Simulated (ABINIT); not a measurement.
## Au2S (Pn-3m): G0W0 on several meshes in ABINIT

How does the mesh move the gap of Au2S (Pn-3m)?

Calculated with ABINIT 10.8.3; LDA and many-body steps on it, plane waves.

Most raw output is cut from this account.

## 1. The starting structure

The structure is cubic, space group Pn-3m (No. 224). The conventional cell has a = 5.274 Å, b = 5.274 Å, c = 5.274 Å, α = 90.00°, β = 90.00°, γ = 90.00°. Nearest to S lie 4 Au at 2.28 Å. Nearest to Au lie 2 S at 2.28 Å. Farther neighbours and most contacts between anions are not listed.

The cell and positions are those that the Materials Project relaxed with its own functionals (PBE, PBE+U or r2SCAN), kept fixed. Spin-orbit coupling is left out unless a step names it.

## 2. Empty states on the mesh, 2×2×2 mesh, 529 bands

This step: ABINIT 10.8.3; DFT, LDA, plane waves, norm-conserving pseudopotentials.

The sums over transitions need many empty states on a uniform mesh; this step solves for them.

run.abi reads:

```
acell 3*1.0 Angstrom
rprim 
  5.273982180000 0.000000000000 0.000000000000
  0.000000000000 5.273982180000 0.000000000000
  0.000000000000 0.000000000000 5.273982180000
ntypat 2
znucl 16 79
natom 6
typat 1 1 2 2 2 2
xred 
  -0.000000000000 0.000000000000 -0.000000000000
  0.500000000000 0.500000000000 0.500000000000
  0.250000000000 0.250000000000 0.750000000000
  0.750000000000 0.250000000000 0.250000000000
  0.250000000000 0.750000000000 0.250000000000
  0.750000000000 0.750000000000 0.750000000000
pp_dirpath "pseudos"
pseudos "S.upf, Au.upf"
ecut 28
ngkpt 2 2 2
nshiftk 1
shiftk 0 0 0
kptopt 1
chksymbreak 0
iscf -2
irdden 1
istwfk *1
nband 529
nbdbuf 48
tolwfr 1e-09
nstep 60
prtvol 0
indata_prefix "in"
outdata_prefix "out"
tmpdata_prefix "tmp"
```

Started as:

```console
$ OMP_NUM_THREADS=1 mpirun -n 8 abinit run.abi > log
```

Elapsed: 17 min, on 8 MPI ranks of Arm Neoverse N1, shared host; peak memory 0.86 GiB.

Numbers from this step:

| Property | Result |
| --- | --- |
| gap | 1.989 eV |
| k of the valence top | 0, 0, 0 |
| k of the conduction bottom | 0, 0, 0 |
| least direct gap | 1.989 eV |
| k points computed | 4 |
| lowest point of the top converged band, above the valence top | 111.0491 eV |

On this mesh the gap is 1.989 eV.

The density comes from a self-consistent run that is not shown.

## 3. Screening, 2×2×2 mesh, 222 bands, screening to 141.5 eV

The RPA dielectric matrix is built and inverted for each q.

This step: RPA screening on LDA, plane waves, norm-conserving pseudopotentials.

run.abi: that of step 2 with these lines changed.

```diff
@@ -24,10 +24,11 @@
 chksymbreak 0
-iscf -2
-irdden 1
 istwfk *1
-nband 529
-nbdbuf 48
-tolwfr 1e-09
-nstep 60
-prtvol 0
+occopt 1
+irdwfk 1
+optdriver 3
+nband 222
+ecuteps 5.2
+inclvkb 2
+awtr 1
+symchi 1
 indata_prefix "in"
```

Elapsed: 2.5 min, on 8 MPI ranks; peak memory 3.1 GiB; 20 min of CPU time.

Numbers from this step:

```yaml
eps_infinity_with_local_fields_on_this_mesh_along_the_program_s_q_direction: 10.90
the_same_without_local_fields: 12.54
plasma_frequency: 28.76 eV
plane_waves_in_the_screening_matrix: 587
```

Local fields lower ε∞ by 13 %. On a Γ-centred mesh this coarse the value itself is usually too large, while a short band sum pulls it down.

## 4. 2×2×2

The self-energy is evaluated for the states that the input lists, and the levels follow from it, in one-shot runs by the linearised quasiparticle equation.

This step: G0W0 on LDA, plane waves, norm-conserving pseudopotentials.

run.abi: that of step 3 with these lines changed.

```diff
@@ -27,8 +27,15 @@
 irdwfk 1
-optdriver 3
+optdriver 4
 nband 222
+gwcalctyp 0
+ecutsigx 28
+symsigma 1
+nkptgw 1
+kptgw 
+  0.0000000000 0.0000000000 0.0000000000
+bdgw 
+  42 46
 ecuteps 5.2
-inclvkb 2
-awtr 1
-symchi 1
+irdscr 1
+ppmodel 1
 indata_prefix "in"
```

It took 23 s on 8 MPI ranks; peak memory 2.3 GiB; 3.1 min of CPU time.

This step gave:

| Item | Value |
| --- | --- |
| G0W0 gap on the points computed | 2.516 eV |
| starting gap on the mesh | 1.989 eV |
| k of the valence top | 0, 0, 0 |
| k of the conduction bottom | 0, 0, 0 |
| Z at the valence top | 0.804 |
| Z at the conduction bottom | 0.832 |
| least direct G0W0 gap on the computed points | 2.516 eV |

The gap on the mesh goes from 1.99 eV to 2.52 eV, a correction of +0.53 eV.

## 5. Empty states on the mesh, 4×4×4 mesh, 244 bands

This step: DFT, LDA, plane waves, norm-conserving pseudopotentials.

run.abi: that of step 4 with these lines changed.

```diff
@@ -19,3 +19,3 @@
 ecut 28
-ngkpt 2 2 2
+ngkpt 4 4 4
 nshiftk 1
@@ -24,18 +24,10 @@
 chksymbreak 0
+iscf -2
+irdden 1
 istwfk *1
-occopt 1
-irdwfk 1
-optdriver 4
-nband 222
-gwcalctyp 0
-ecutsigx 28
-symsigma 1
-nkptgw 1
-kptgw 
-  0.0000000000 0.0000000000 0.0000000000
-bdgw 
-  42 46
-ecuteps 5.2
-irdscr 1
-ppmodel 1
+nband 244
+nbdbuf 22
+tolwfr 1e-09
+nstep 60
+prtvol 0
 indata_prefix "in"
```

Run time: 5.6 min. Hardware: 8 MPI ranks; peak memory 0.92 GiB.

Numbers from this step:

```yaml
gap: 1.989 eV
k_of_the_valence_top: 0, 0, 0
k_of_the_conduction_bottom: 0, 0, 0
least_direct_gap: 1.989 eV
k_points_computed: 10
lowest_point_of_the_top_converged_band_above_the_valence_top: 58.8838 eV
```

On this mesh the gap is 1.989 eV.

## 6. Screening, 4×4×4 mesh, 222 bands, screening to 141.5 eV

This step: RPA screening on LDA, plane waves, norm-conserving pseudopotentials.

run.abi: that of step 5 with these lines changed.

```diff
@@ -24,10 +24,11 @@
 chksymbreak 0
-iscf -2
-irdden 1
 istwfk *1
-nband 244
-nbdbuf 22
-tolwfr 1e-09
-nstep 60
-prtvol 0
+occopt 1
+irdwfk 1
+optdriver 3
+nband 222
+ecuteps 5.2
+inclvkb 2
+awtr 1
+symchi 1
 indata_prefix "in"
```

The job ended after 27 min (8 MPI ranks; peak memory 5.9 GiB).

Numbers from this step:

- ε∞ with local fields, on this mesh, along the program's q direction: 7.670
- the same without local fields: 8.877
- plasma frequency: 28.76 eV
- plane waves in the screening matrix: 587

## 7. 4×4×4

This step: G0W0 on LDA, plane waves, norm-conserving pseudopotentials.

run.abi: that of step 6 with these lines changed.

```diff
@@ -27,8 +27,15 @@
 irdwfk 1
-optdriver 3
+optdriver 4
 nband 222
+gwcalctyp 0
+ecutsigx 28
+symsigma 1
+nkptgw 1
+kptgw 
+  0.0000000000 0.0000000000 0.0000000000
+bdgw 
+  42 46
 ecuteps 5.2
-inclvkb 2
-awtr 1
-symchi 1
+irdscr 1
+ppmodel 1
 indata_prefix "in"
```

It took 57 s on 8 MPI ranks; peak memory 4.4 GiB; 7.6 min of CPU time.

Numbers from this step:

```yaml
g0w0_gap_on_the_points_computed: 2.593 eV
starting_gap_on_the_mesh: 1.989 eV
k_of_the_valence_top: 0, 0, 0
k_of_the_conduction_bottom: 0, 0, 0
z_at_the_valence_top: 0.805
z_at_the_conduction_bottom: 0.834
least_direct_g0w0_gap_on_the_computed_points: 2.593 eV
```

Against G0W0 in ABINIT (2×2×2 mesh, 222 bands, screening to 141.5 eV, Godby-Needs plasmon pole), the gap moves by +0.077 eV.

## 8. The runs together

Times are wall times on 8 MPI ranks of Arm Neoverse N1, shared host, good to a factor of about two. A run's time includes the screening step that it read.

```csv
run,mesh,bands,screening cutoff (eV),DFT gap (eV),gap on the mesh (eV),direct (eV),ε∞ used,time
2×2×2,2×2×2,222,141.5,1.989,2.516,2.516,10.90,2.9 min
4×4×4,4×4×4,222,141.5,1.989,2.593,2.593,7.67,28 min
```

## 9. Results

| Property | Result |
| --- | --- |
| 2×2×2 | 2.516 eV |
| 4×4×4 | 2.593 eV |
| known limits | not at the basis limit; d shell near the gap, gap tends to lie low; no spin-orbit coupling; coarse k mesh |

In words: 4×4×4: +0.077 eV against 2×2×2. Bands and cutoff are finite, so the gap is not at the basis limit. The miss can reach some tenths of an eV and take either sign; the mesh is an error of its own. In the G0W0 runs levels were corrected at 1 k point alone, so a gap called «on the mesh» is the least over those, and an edge elsewhere would be missed. The 2×2×2 mesh is coarse for this cell, which bears on the long-range parts of exchange and screening. A d shell, filled or nearly so, lies near the gap. One-shot GW converges very slowly in bands there, not always from below, and on a semilocal start the gap tends to come out low; starts rich in exact exchange can overshoot instead. The many-body steps are scalar-relativistic: spin-orbit coupling is not in them.

[Paths, hosts, dates, memory and timing lines, banners, echoed tables and standing remarks are left out of the program output.]

[Logs are printed without paths, hosts, clocks, repeated set-up lines and the standing remarks that a program may print on its own settings, such as how far it seeks lower states.]

[Runs of the session that timed out or met a known fault of the program may be left out.]

[Hosts, paths, dates, database ids (printed as entryN), source tags and the programs' standing remarks are cut or masked in the printed files.]

[G0W0 gaps are taken among the corrected bands and points alone; a level outside them can change the order at an edge.]

[Where Ansatz stands beside ABINIT at settings called matched, ABINIT's density can come from a denser mesh and the files from another edition; pairs whose starting gaps differed by over 0.03 eV were left out, so agreement reads better than it is.]
